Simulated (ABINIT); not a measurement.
# Calculated records

## A GW chain in ABINIT: SnO2 (Cassiterite)

Symmetry: P4_2/mnm, No. 136, tetragonal system. Conventional cell: a = 4.738 Å, b = 4.738 Å, c = 3.187 Å, α = 90.00°, β = 90.00°, γ = 90.00°. Nearest to Sn lie 6 O at 2.05 to 2.06 Å. O has 3 Sn at 2.05 to 2.06 Å nearest. Farther neighbours, and contacts between anions beyond the nearest, are not listed.

```yaml
method: RPA screening on PBE, plane waves, norm-conserving pseudopotentials (and 2 further levels or steps)
program: ABINIT 10.8.3
settings: cutoff 42 Ha, PseudoDojo scalar-relativistic 0.4 stringent, norm-conserving, potential set dojo-sr-pbe-0.4-stringent, ngkpt (4, 4, 4), nband 119, ecuteps 4.8 Ha, inclvkb 2, shiftk (0, 0, 0), symchi 1, awtr 1, frequency ppm, 4×4×4 k-mesh
cost: 4 runs, 5.2 min in all on 8 MPI ranks of Arm Neoverse V1, shared host
notes: The program’s warnings: nkpt*nsppol () is not a multiple of nproc spkpt (). The cell and positions come from the Crystallography Open Database and are kept as given unless a step says otherwise. Limits: no spin-orbit coupling. The 4×4×4 mesh is coarse for this cell, which bears on the long-range parts of exchange and screening.
pbe_gap: 1.28 eV, direct
g0w0_gap_on_the_mesh: 2.72 eV
gw_settings: 4×4×4 mesh, 119 bands, screening to 130.6 eV, Godby-Needs plasmon pole
known_limits: short of the basis limit; no spin-orbit coupling; coarse k mesh
```

G0W0 moves the gap on the mesh from 1.28 eV to 2.72 eV (+1.44 eV), with Z of 0.79 and 0.85 at the edges. Local fields lower the RPA ε∞ on this mesh from 4.81 to 4.59; a Γ-centred mesh this coarse tends to raise both, most where the direct gap is narrow, while a short band sum lowers them.

[Long decimals in the printed logs are rounded to 6 places.]

[Logs are printed without paths, hosts, clocks, repeated set-up lines and the standing remarks that a program may print on its own settings, such as how far it seeks lower states.]

[Paths, hosts, dates, memory and timing lines, banners, echoed tables and standing remarks are left out of the program output; an Ansatz launch command may be rebuilt from the run's recorded settings. Measured values are a selection of at most five: reports struck by readers or far from the other reports are left out. None is set beside runs whose start may be inverted or whose files or cutoffs have a known fault.]

[Runs of the session that timed out or met a known fault of the program may be left out.]

[Hosts, paths, dates, database ids (printed as entryN), source tags and the programs' standing remarks are cut or masked in the printed files.]

[G0W0 gaps are taken among the corrected bands and points alone; a level outside them can change the order at an edge.]

[Where Ansatz stands beside ABINIT at settings called matched, ABINIT's density can come from a denser mesh and the files from another edition; pairs whose starting gaps differed by over 0.03 eV were left out, so agreement reads better than it is.]
